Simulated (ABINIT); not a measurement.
## SiC (F-43m): G0W0 in ABINIT against the bands in the self-energy

How does the gap of SiC (F-43m) converge in the bands in the self-energy?

Program: ABINIT 10.8.3. Level of theory: PBE and many-body steps on it, plane waves. Results are calculated unless marked as measured.

**1. The starting structure**

It takes space group F-43m (No. 216, cubic). The conventional cell has a = 4.358 Å, b = 4.358 Å, c = 4.358 Å, α = 90.00°, β = 90.00°, γ = 90.00°. Si has 4 C at 1.89 Å nearest. C has 4 Si at 1.89 Å nearest. Farther neighbours are not listed.

The cell and positions come from the Crystallography Open Database and are kept as given unless a step says otherwise.

**2. Screening, 6×6×6 mesh, 65 bands, screening to 217.7 eV**

This step: ABINIT 10.8.3; RPA screening on PBE, plane waves, norm-conserving pseudopotentials.

The RPA dielectric matrix is built and inverted for each q.

run.abi reads:

```
acell 3*1.0 Angstrom
rprim 
  -0.000000000000 2.179000000000 2.179000000000
  2.179000000000 -0.000000000000 2.179000000000
  2.179000000000 2.179000000000 -0.000000000000
ntypat 2
znucl 14 6
natom 2
typat 1 2
xred 
  0.000000000000 0.000000000000 0.000000000000
  0.250000000000 0.250000000000 0.250000000000
pp_dirpath "pseudos"
pseudos "Si.upf, C.upf"
ecut 37
ngkpt 6 6 6
nshiftk 1
shiftk 0 0 0
kptopt 1
chksymbreak 0
istwfk *1
occopt 1
irdwfk 1
optdriver 3
nband 65
ecuteps 8
inclvkb 2
awtr 1
symchi 1
indata_prefix "in"
outdata_prefix "out"
tmpdata_prefix "tmp"
```

Run with:

```
$ OMP_NUM_THREADS=1 mpirun -n 4 abinit run.abi > log
```

The program printed:

```text
.Version 10.8.3 of ABINIT. v10.8.2 released Aug 2026.

 Symmetries : space group F-4 3 m (#216); Bravais cF (face-center cubic)
[... echo of the input left out ...]
== DATASET  1 ==================================================================
-   mpi_nproc: 4, omp_nthreads: 1 (-1 if OMP is not activated)

--- !DatasetInfo
iteration_state: {dtset: 1, }
dimensions: {natom: 2, nkpt: 16, mband: 65, nsppol: 1, nspinor: 1, nspden: 1, mpw: 1524, }
cutoff_energies: {ecut:  37.0, pawecutdg:  -1.0, }
electrons: {nelect:   8.00000000E+00, charge:   0.00000000E+00, occopt:   1.00000000E+00, tsmear:   1.00000000E-02, }

 SCREENING: Calculation of the susceptibility and dielectric matrices

 Based on a program developped by R.W. Godby, V. Olevano, G. Onida, and L. Reining.
 Incorporated in ABINIT by V. Olevano, G.-M. Rignanese, and M. Torrent.
.Using double precision arithmetic ; gwpc =  8

[... cell and pseudopotentials left out ...]
--------------------------------------------------------------------------------

 ==== K-mesh for the wavefunctions ====
 Number of points in the irreducible wedge :    16
[... list of points left out ...]
 Together with 24 symmetry operations and time-reversal symmetry
 yields   216 points in the full Brillouin Zone.

 ==== Q-mesh for the screening function ====
 Number of points in the irreducible wedge :    16
[... list of points left out ...]
 Together with 24 symmetry operations and time-reversal symmetry
 yields   216 points in the full Brillouin Zone.

 setmesh: FFT mesh size selected  =    24x   24x   24
          total number of points  =        13824

 vcoul_init : cutoff-mode = AUXILIARY_FUNCTION
 q-points for optical limit:   1
     1)      0.000010    0.000020    0.000030

- screening: taking advantage of time-reversal symmetry
- Maximum band index for partially occupied states nbvw = 4
- Remaining bands to be divided among processors   nbcw = 61
- Number of bands treated by each node ~15

 Number of electrons calculated from density =    8.0000; Expected =    8.0000
 average of density, n =  0.057292
 r_s =    1.6092
 omega_plasma =   23.0888 [eV]

 calculating chi0 at frequencies [eV] :
  1    0.000000E+00    0.000000E+00
  2    0.000000E+00    2.308880E+01

--------------------------------------------------------------------------------
  q-point number  1        q = ( 0.000000, 0.000000, 0.000000) [r.l.u.]
--------------------------------------------------------------------------------
[... chi0 elements left out ...]
 For q-point:  0.000010 0.000020 0.000030
  dielectric constant =   7.0785
  dielectric constant without local fields =   7.7429

  Average fulfillment of the sum rule on Im[epsilon] for q-point    1 :     84.48  [%]
[... wings left out ...]
  q-point number  2        q = ( 0.166667, 0.000000, 0.000000) [r.l.u.]
--------------------------------------------------------------------------------
[... chi0 elements left out ...]
  Average fulfillment of the sum rule on Im[epsilon] for q-point    2 :     93.62  [%]

 [... 14 further q-points ...]
```

Elapsed: 21 s, on 4 MPI ranks of Arm Neoverse V2, shared host; peak memory 0.58 GiB.

This step gave:

| Item | Value |
| --- | --- |
| ε∞ with local fields, on this mesh, along the program's q direction | 7.079 |
| the same without local fields | 7.743 |
| plasma frequency | 23.09 eV |
| plane waves in the screening matrix | 169 |

Local fields lower ε∞ by 9 %.

**3. 12 bands**

This step: G0W0 on PBE, plane waves, norm-conserving pseudopotentials.

Changes to run.abi since step 2:

```diff
@@ -23,8 +23,17 @@
 irdwfk 1
-optdriver 3
-nband 65
+optdriver 4
+nband 12
+gwcalctyp 0
+ecutsigx 37
+symsigma 1
+nkptgw 2
+kptgw 
+  0.0000000000 0.0000000000 0.0000000000
+  0.5000000000 0.5000000000 0.0000000000
+bdgw 
+  2 8
+  3 6
 ecuteps 8
-inclvkb 2
-awtr 1
-symchi 1
+irdscr 1
+ppmodel 1
 indata_prefix "in"
```

The program printed:

```text
.Version 10.8.3 of ABINIT. v10.8.2 released Aug 2026.

 Symmetries : space group F-4 3 m (#216); Bravais cF (face-center cubic)
[... echo of the input left out ...]
== DATASET  1 ==================================================================
-   mpi_nproc: 4, omp_nthreads: 1 (-1 if OMP is not activated)

--- !DatasetInfo
iteration_state: {dtset: 1, }
dimensions: {natom: 2, nkpt: 16, mband: 12, nsppol: 1, nspinor: 1, nspden: 1, mpw: 1524, }
cutoff_energies: {ecut:  37.0, pawecutdg:  -1.0, }
electrons: {nelect:   8.00000000E+00, charge:   0.00000000E+00, occopt:   1.00000000E+00, tsmear:   1.00000000E-02, }

 SIGMA: Calculation of the GW corrections

 Based on a program developped by R.W. Godby, V. Olevano, G. Onida, and L. Reining.
 Incorporated in ABINIT by V. Olevano, G.-M. Rignanese, and M. Torrent.
.Using double precision arithmetic ; gwpc =  8

[... cell and pseudopotentials left out ...]
--------------------------------------------------------------------------------

 ==== K-mesh for the wavefunctions ====
 Number of points in the irreducible wedge :    16
[... list of points left out ...]
 Together with 24 symmetry operations and time-reversal symmetry
 yields   216 points in the full Brillouin Zone.

 ==== Q-mesh for screening function ====
 Number of points in the irreducible wedge :    16
[... list of points left out ...]
 Together with 24 symmetry operations and time-reversal symmetry
 yields   216 points in the full Brillouin Zone.

 vcoul_init : cutoff-mode = AUXILIARY_FUNCTION
 q-points for optical limit:   1
     1)      0.000010    0.000020    0.000030
 setmesh: FFT mesh size selected  =    32x   32x   32
          total number of points  =        32768

 Number of electrons calculated from density =    8.0000; Expected =    8.0000
 average of density, n =  0.057292
 r_s =    1.6092
 omega_plasma =   23.0888 [eV]

 === KS Band Gaps ===
  >>>> For spin  1
   Minimum direct gap =   4.5530 [eV], located at k-point      :   0.5000  0.5000  0.0000
   Fundamental gap    =   1.3613 [eV], Top of valence bands at :   0.0000  0.0000  0.0000
                                       Bottom of conduction at :   0.5000  0.5000  0.0000
 SIGMA fundamental parameters:
 PLASMON POLE MODEL  1
 number of plane-waves for SigmaX                 1459
 number of plane-waves for SigmaC and W            169
 number of plane-waves for wavefunctions          1459
 number of bands                                    12
 number of independent spin polarizations            1
 number of spinorial components                      1
 number of k-points in IBZ                          16
 number of q-points in IBZ                          16
 number of symmetry operations                      24
 number of k-points in BZ                          216
 number of q-points in BZ                          216
 number of frequencies for dSigma/dE                 9
 frequency step for dSigma/dE [eV]                0.25
 number of omega for Sigma on real axis              0
 max omega for Sigma on real axis  [eV]           0.00
 zcut for avoiding poles [eV]                     0.10

 EPSILON^-1 parameters (SCR file):
 dimension of the eps^-1 matrix on file            169
 dimension of the eps^-1 matrix used               169
 number of plane-waves for wavefunctions          1459
 number of bands                                    65
 number of q-points in IBZ                          16
 number of frequencies                               2
 number of real frequencies                          1
 number of imag frequencies                          1

 matrix elements of self-energy operator (all in [eV])

 Perturbative Calculation

--- !SelfEnergy_ee
iteration_state: {dtset: 1, }
kpoint     : [   0.000,    0.000,    0.000, ]
spin       : 1
KS_gap     :    6.223
QP_gap     :    7.068
Delta_QP_KS:    0.844
data: !SigmaeeData |
     Band     E0 <VxcDFT>   SigX SigC(E0)      Z dSigC/dE  Sig(E)    E-E0       E
        2   6.835 -14.930 -17.579   3.278   0.804  -0.244 -14.424   0.505   7.340
        3   6.835 -14.930 -17.579   3.278   0.804  -0.244 -14.424   0.505   7.340
        4   6.835 -14.930 -17.579   3.278   0.804  -0.244 -14.424   0.505   7.340
        5  13.058 -13.213  -7.543  -3.988   0.802  -0.246 -11.864   1.349  14.408
        6  14.146 -11.327  -5.827  -3.809   0.820  -0.219  -9.939   1.387  15.534
        7  14.146 -11.327  -5.827  -3.809   0.820  -0.219  -9.939   1.387  15.534
        8  14.146 -11.327  -5.827  -3.809   0.820  -0.219  -9.939   1.387  15.534

--- !SelfEnergy_ee
iteration_state: {dtset: 1, }
kpoint     : [   0.500,    0.500,    0.000, ]
spin       : 1
KS_gap     :    4.553
QP_gap     :    5.513
Delta_QP_KS:    0.960
data: !SigmaeeData |
     Band     E0 <VxcDFT>   SigX SigC(E0)      Z dSigC/dE  Sig(E)    E-E0       E
        3   3.643 -13.567 -17.441   3.802   0.791  -0.264 -13.624  -0.056   3.587
        4   3.643 -13.567 -17.441   3.802   0.791  -0.264 -13.624  -0.056   3.587
        5   8.196 -10.505  -6.372  -3.043   0.829  -0.206  -9.601   0.904   9.100
        6  11.168 -10.770  -5.961  -3.327   0.834  -0.199  -9.534   1.236  12.404

== END DATASET(S) ==============================================================
================================================================================

 -outvars: echo values of variables after computation  --------
           etotal      0.0000000000E+00
            nband          12
             nkpt          16
          spgroup         216
 [... the other variables as echoed above ...]

 Calculation completed.
```

The job ended after 2.6 s (4 MPI ranks; peak memory 0.14 GiB; 10 s of CPU time).

This step gave:

* G0W0 gap on the points computed: 1.760 eV
* starting gap on the mesh: 1.361 eV
* k of the valence top: 0, 0, 0
* k of the conduction bottom: 0.5, 0.5, 0
* Z at the valence top: 0.804
* Z at the conduction bottom: 0.829
* least direct G0W0 gap on the computed points: 5.513 eV

**4. 19 bands**

The self-energy is evaluated for the states that the input lists, and the levels follow from it, in one-shot runs by the linearised quasiparticle equation.

Changes to run.abi since step 3:

```diff
@@ -24,3 +24,3 @@
 optdriver 4
-nband 12
+nband 19
 gwcalctyp 0
```

The program printed:

```text
.Version 10.8.3 of ABINIT. v10.8.2 released Aug 2026.

 Symmetries : space group F-4 3 m (#216); Bravais cF (face-center cubic)
[... echo of the input left out ...]
== DATASET  1 ==================================================================
-   mpi_nproc: 4, omp_nthreads: 1 (-1 if OMP is not activated)

--- !DatasetInfo
iteration_state: {dtset: 1, }
dimensions: {natom: 2, nkpt: 16, mband: 19, nsppol: 1, nspinor: 1, nspden: 1, mpw: 1524, }
cutoff_energies: {ecut:  37.0, pawecutdg:  -1.0, }
electrons: {nelect:   8.00000000E+00, charge:   0.00000000E+00, occopt:   1.00000000E+00, tsmear:   1.00000000E-02, }

 SIGMA: Calculation of the GW corrections

 Based on a program developped by R.W. Godby, V. Olevano, G. Onida, and L. Reining.
 Incorporated in ABINIT by V. Olevano, G.-M. Rignanese, and M. Torrent.
.Using double precision arithmetic ; gwpc =  8

[... cell and pseudopotentials left out ...]
--------------------------------------------------------------------------------

 ==== K-mesh for the wavefunctions ====
 Number of points in the irreducible wedge :    16
[... list of points left out ...]
 Together with 24 symmetry operations and time-reversal symmetry
 yields   216 points in the full Brillouin Zone.

 ==== Q-mesh for screening function ====
 Number of points in the irreducible wedge :    16
[... list of points left out ...]
 Together with 24 symmetry operations and time-reversal symmetry
 yields   216 points in the full Brillouin Zone.

 vcoul_init : cutoff-mode = AUXILIARY_FUNCTION
 q-points for optical limit:   1
     1)      0.000010    0.000020    0.000030
 setmesh: FFT mesh size selected  =    32x   32x   32
          total number of points  =        32768

 Number of electrons calculated from density =    8.0000; Expected =    8.0000
[...]
number of omega for Sigma on real axis              0
 max omega for Sigma on real axis  [eV]           0.00
 zcut for avoiding poles [eV]                     0.10

 EPSILON^-1 parameters (SCR file):
 dimension of the eps^-1 matrix on file            169
 dimension of the eps^-1 matrix used               169
 number of plane-waves for wavefunctions          1459
 number of bands                                    65
 number of q-points in IBZ                          16
 number of frequencies                               2
 number of real frequencies                          1
 number of imag frequencies                          1

 matrix elements of self-energy operator (all in [eV])

 Perturbative Calculation

--- !SelfEnergy_ee
iteration_state: {dtset: 1, }
kpoint     : [   0.000,    0.000,    0.000, ]
spin       : 1
KS_gap     :    6.223
QP_gap     :    7.048
Delta_QP_KS:    0.824
data: !SigmaeeData |
     Band     E0 <VxcDFT>   SigX SigC(E0)      Z dSigC/dE  Sig(E)    E-E0       E
        2   6.835 -14.930 -17.579   2.740   0.798  -0.253 -14.857   0.072   6.907
        3   6.835 -14.930 -17.579   2.740   0.798  -0.253 -14.857   0.072   6.907
        4   6.835 -14.930 -17.579   2.740   0.798  -0.253 -14.857   0.072   6.907
[...]
--- !SelfEnergy_ee
iteration_state: {dtset: 1, }
kpoint     : [   0.500,    0.500,    0.000, ]
spin       : 1
KS_gap     :    4.553
QP_gap     :    5.509
Delta_QP_KS:    0.956
data: !SigmaeeData |
     Band     E0 <VxcDFT>   SigX SigC(E0)      Z dSigC/dE  Sig(E)    E-E0       E
[...]
5   8.196 -10.505  -6.372  -3.449   0.824  -0.214  -9.942   0.563   8.760
        6  11.168 -10.770  -5.961  -3.838   0.827  -0.209  -9.967   0.803  11.971

== END DATASET(S) ==============================================================
================================================================================

 -outvars: echo values of variables after computation  --------
           etotal      0.0000000000E+00
            nband          19
             nkpt          16
          spgroup         216
 [... the other variables as echoed above ...]

 Calculation completed.
```

Wall time 3.2 s (4 MPI ranks); peak memory 0.53 GiB; 12 s of CPU time.

Numbers from this step:

- G0W0 gap on the points computed: 1.853 eV
- starting gap on the mesh: 1.361 eV
- k of the valence top: 0, 0, 0
- k of the conduction bottom: 0.5, 0.5, 0
- Z at the valence top: 0.798
- Z at the conduction bottom: 0.824
- least direct G0W0 gap on the computed points: 5.509 eV

The gap on the mesh goes from 1.36 eV to 1.85 eV, a correction of +0.49 eV.

**5. 40 bands**

Changes to run.abi since step 4:

```diff
@@ -24,3 +24,3 @@
 optdriver 4
-nband 19
+nband 40
 gwcalctyp 0
```

The program printed:

```text
.Version 10.8.3 of ABINIT. v10.8.2 released Aug 2026.

 Symmetries : space group F-4 3 m (#216); Bravais cF (face-center cubic)
[... echo of the input left out ...]
== DATASET  1 ==================================================================
-   mpi_nproc: 4, omp_nthreads: 1 (-1 if OMP is not activated)

--- !DatasetInfo
iteration_state: {dtset: 1, }
dimensions: {natom: 2, nkpt: 16, mband: 40, nsppol: 1, nspinor: 1, nspden: 1, mpw: 1524, }
cutoff_energies: {ecut:  37.0, pawecutdg:  -1.0, }
[...]
Band     E0 <VxcDFT>   SigX SigC(E0)      Z dSigC/dE  Sig(E)    E-E0       E
[...]
5   8.196 -10.505  -6.372  -3.789   0.821  -0.218 -10.223   0.283   8.479
        6  11.168 -10.770  -5.961  -4.234   0.823  -0.215 -10.297   0.473  11.641

== END DATASET(S) ==============================================================
================================================================================

 -outvars: echo values of variables after computation  --------
           etotal      0.0000000000E+00
            nband          40
             nkpt          16
          spgroup         216
 [... the other variables as echoed above ...]

 Calculation completed.
```

Run time: 4.5 s. Hardware: 4 MPI ranks; peak memory 0.56 GiB; 18 s of CPU time.

This step gave:

```yaml
g0w0_gap_on_the_points_computed: 1.972 eV
starting_gap_on_the_mesh: 1.361 eV
k_of_the_valence_top: 0, 0, 0
k_of_the_conduction_bottom: 0.5, 0.5, 0
least_direct_g0w0_gap_on_the_computed_points: 5.535 eV
```

Against the run before, the gap moves by +0.119 eV.

**6. 65 bands**

Changes to run.abi since step 5:

```diff
@@ -24,3 +24,3 @@
 optdriver 4
-nband 40
+nband 65
 gwcalctyp 0
```

The program printed:

```text
.Version 10.8.3 of ABINIT. v10.8.2 released Aug 2026.

 Symmetries : space group F-4 3 m (#216); Bravais cF (face-center cubic)
[... echo of the input left out ...]
== DATASET  1 ==================================================================
-   mpi_nproc: 4, omp_nthreads: 1 (-1 if OMP is not activated)

--- !DatasetInfo
iteration_state: {dtset: 1, }
dimensions: {natom: 2, nkpt: 16, mband: 65, nsppol: 1, nspinor: 1, nspden: 1, mpw: 1524, }
cutoff_energies: {ecut:  37.0, pawecutdg:  -1.0, }
[...]
Band     E0 <VxcDFT>   SigX SigC(E0)      Z dSigC/dE  Sig(E)    E-E0       E
[...]
5   8.196 -10.505  -6.372  -3.884   0.820  -0.219 -10.301   0.205   8.401
        6  11.168 -10.770  -5.961  -4.344   0.823  -0.216 -10.387   0.383  11.551

== END DATASET(S) ==============================================================
================================================================================

 -outvars: echo values of variables after computation  --------
           etotal      0.0000000000E+00
            nband          65
             nkpt          16
          spgroup         216
 [... the other variables as echoed above ...]

 Calculation completed.
```

It took 6.5 s on 4 MPI ranks; peak memory 0.63 GiB; 26 s of CPU time.

Numbers from this step:

- G0W0 gap on the points computed: 2.037 eV
- starting gap on the mesh: 1.361 eV
- k of the valence top: 0, 0, 0
- k of the conduction bottom: 0.5, 0.5, 0
- least direct G0W0 gap on the computed points: 5.563 eV

Against the run before, the gap moves by +0.065 eV.

**7. The runs together**

Times are wall times on 4 MPI ranks of Arm Neoverse V2, shared host, good to a factor of about two. A run's time includes the screening step that it read.

```tsv
run	mesh	bands	screening cutoff (eV)	DFT gap (eV)	gap on the mesh (eV)	direct (eV)	ε∞ used	time
12 bands	6×6×6	12	217.7	1.361	1.760	5.513	7.08	24 s
19 bands	6×6×6	19	217.7	1.361	1.853	5.509	7.08	24 s
40 bands	6×6×6	40	217.7	1.361	1.972	5.535	7.08	26 s
65 bands	6×6×6	65	217.7	1.361	2.037	5.563	7.08	28 s
```

**8. Outcome**

* 12 bands: 1.760 eV
* 19 bands: 1.853 eV
* 40 bands: 1.972 eV
* 65 bands: 2.037 eV
* known limits: not at the basis limit

The setting moved: bands in the self-energy. From 12 bands to 65 bands the gap moves by +0.28 eV. The last step still moves it by +0.065 eV. Bands and screening cutoff are coupled, so a series along one setting does not show full convergence. Bands and cutoff are finite, so the gap is not at the basis limit. The miss can reach some tenths of an eV and take either sign; the mesh is an error of its own. In the first G0W0 run levels were corrected at 2 k points alone, so a gap called «on the mesh» is the least over those, and an edge elsewhere would be missed.

[Paths, hosts, dates, memory and timing lines, banners, echoed tables and standing remarks are left out of the program output.]

[Logs are printed without paths, hosts, clocks, repeated set-up lines and the standing remarks that a program may print on its own settings, such as how far it seeks lower states.]

[Runs of the session that timed out or met a known fault of the program may be left out.]

[No measured gap is set beside runs whose start may be inverted or whose files or cutoffs have a known fault.]

[Hosts, paths, dates, database ids (printed as entryN), source tags and the programs' standing remarks are cut or masked in the printed files.]

[G0W0 gaps are taken among the corrected bands and points alone; a level outside them can change the order at an edge.]

[Where Ansatz stands beside ABINIT at settings called matched, ABINIT's density can come from a denser mesh and the files from another edition; pairs whose starting gaps differed by over 0.03 eV were left out, so agreement reads better than it is.]
